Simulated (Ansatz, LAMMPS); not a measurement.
# Elastic response of glassy 69CaO-31Al2O3 (mol %) (141 atoms): runs compared

How stiff is glassy 69CaO-31Al2O3 (mol %) (141 atoms), and how do its levels respond to strain?

Computed with Ansatz 0.2.0: Kohn-Sham DFT, PBEsol, PAW (set soft_2), plane waves.

### Step 1. The cell as built

The cell holds 141 atoms: 33 Ca, 30 Al and 78 O. Cell: a = 12.026 Å, b = 12.026 Å, c = 12.026 Å, α = 90.0°, β = 90.0°, γ = 90.0°. 141 atoms (33 Ca, 30 Al, 78 O) placed at random at 3.31 g/cm³, melted at 4000 K for 10 ps at fixed volume with the Morse and Coulomb pair potential with partial charges (Pedone, Malavasi, Menziani, Cormack and Segre, J. Phys. Chem. B 110, 11780 (2006)). Quenched from 4000 K to 300 K at 30 K/ps and fixed volume, held 10 ps at zero pressure, then minimised at fixed cell.

What the set-up can't give: The quench rate of 30 K/ps far exceeds what a furnace or splat quench reaches, so expect more defects and frozen-in strain than in a real sample. The network of bonds at the start is that of the classical potential that made the cell, and needn't be the one that DFT or experiment would give. Sampling is at Γ alone.

### Step 2. The reference run

The reference is a single point at the end of the relaxation.

Every strained cell starts from the geometry of this run, and its atoms are relaxed with the cell held.

Its input, with most atom lines left out:

```yaml
crystal:
  lattice:
    - [12.26101, -0.16022, -0.0543]
    - [-0.16022, 11.91444, 0.1658]
    - [-0.0543, 0.1658, 11.99904]
  atoms:
    - { symbol: Ca, position: [0.71968, 0.27729, 0.62152] }
    - { symbol: Ca, position: [0.12001, 0.76239, 0.54422] }
    - { symbol: Ca, position: [0.18962, 0.05181, 0.76496] }
    - { symbol: Ca, position: [0.71373, 0.46068, 0.37882] }
    - { symbol: Ca, position: [0.97856, 0.97903, 0.6564] }
    - { symbol: Ca, position: [0.94497, 0.20915, 0.53389] }
    - { symbol: Ca, position: [0.85619, 0.25999, 0.29142] }
    [... atom lines 8 to 141 left out ...]
kpoints:
  mp_grid: { grid: [1, 1, 1] }
hamiltonian:
  xc: pbesol
scf:
  occupations: { method: fixed }
output:
  forces: true
  stress: true
  populations: true
  dos:
    method: { smearing: { sigma: 0.08 } }
    de: 0.1
    projected: { site_lists: { Al: [Al], Ca: [Ca], O: [O] } }
  eigenvalues: true
  write_density: true
  write_potential: true
  volumetric_format: npy
```

- free energy per atom: -843.2092 eV/atom
- r.m.s. force component: 0.00207 eV/Å
- pressure: 0.003076 GPa

Filled and empty levels are parted by 3.37 eV (at Γ alone); a semilocal functional tends to put such gaps too low. In a disordered cell it changes from sample to sample, and tail or defect levels can set it.

### Step 3. The runs

Each row is one run, on 4 threads of Arm Neoverse V1, shared host. The free energy is the program's total, comparable only between runs with the same functional, potentials and atoms.

```
                                 run  atoms    outcome  ionic steps, all passes  free energy (eV)     time  host memory (GiB)
           Single point at the start    141  converged                        -       -118886.608     28 s                2.4
              Cell and atoms relaxed    141  converged                       28       -118892.503   13 min                2.6
Single point at the relaxed geometry    141  converged                        -       -118892.503     56 s                2.8
                         Volume -3 %    141  converged                       10       -118892.063  6.3 min                2.7
                         Volume +3 %    141  converged                        6       -118892.094  4.1 min                2.9
                         Volume -6 %    141  converged                       15       -118891.204    9 min                2.6
                         Volume +6 %    141  converged                        7       -118890.944    5 min                3.0
                        Volume -10 %    141  converged                       15       -118887.756  8.1 min                2.5
            Stretched by 1 % along x    141  converged                        6       -118892.433  4.1 min                2.8
           Compressed by 1 % along x    141  converged                        5       -118892.429  3.3 min                2.8
```

In some runs the program notes that the SCF threshold is loose for the stress.

### Step 4. Pressure against volume

Atoms are relaxed at each volume, in the scaled cell.

```
volume change (%)  volume (Å³/atom)  energy change (meV/atom)  pressure (GPa)  largest move on relaxing (Å)  bonds  gap (eV)
              -10            11.184                     33.67           10.63                          0.95    352                3.63
               -6            11.681                      9.21            5.36                          0.98    344                3.50
               -3            12.054                      3.12            2.76                          0.18    334                3.46
               +0            12.427                      0.00            0.00                             -    329                3.37
               +3            12.800                      2.91           -2.45                          0.08    328                3.28
               +6            13.172                     11.06           -4.48                          0.20    318                3.18
```

### Step 5. Uniaxial strain and shear

Stress (GPa, compression positive) less that of the relaxed cell, atoms relaxed:

```
                   strain      xx      yy      zz      xy  energy change (meV/atom)
 stretched by 1 % along x  -1.278  -0.516  -0.654   0.013                      0.50
compressed by 1 % along x   1.277   0.527   0.683  -0.042                      0.52
```

### Step 6. Outcome

The bulk modulus, from the slope of pressure against ln V over the three points nearest the relaxed volume, is 86.7 GPa; between neighbouring points the slope runs 121, 83, 90, 83 and 71 GPa from the smallest volume up, without a steady fall, so no pressure derivative is given. The count of bonds runs from 318 to 352 over the series, so at some points contacts cross the cutoffs. At -10 % and -6 % some atom moved by over 0.5 Å on relaxing, so those points may sit in another local minimum. The gap goes from 3.63 eV at the smallest volume to 3.18 eV at the largest, -2.7 eV per unit of ln V by a straight line, on the run's k-points. In the Cartesian axes of the cell, finite differences give C11 = 128, C12 = 52.2 and C13 = 66.8 GPa. The mean of C11, C12 and C13, which equals the bulk modulus in a cubic or isotropic solid, is 82.3 GPa: it agrees with the bulk modulus within 10 %.

Caveats: Strains are finite and relaxations stop at the force tolerance of the input, which can leave moduli too stiff; they are those of a static cell at zero temperature. Volumes are changed with the cell's shape held, so in an anisotropic solid the modulus lies over the one under free hydrostatic load. The program notes that the SCF threshold of the relaxations is loose for the stress.

The DFT runs together took 55 min of wall time.

[Logs are printed without paths, hosts, clocks, repeated set-up lines and the standing remarks that a program may print on its own settings, such as how far it seeks lower states.]

[Hosts, paths, dates, database ids (printed as entryN), source tags and the programs' standing remarks are cut or masked in the printed files.]
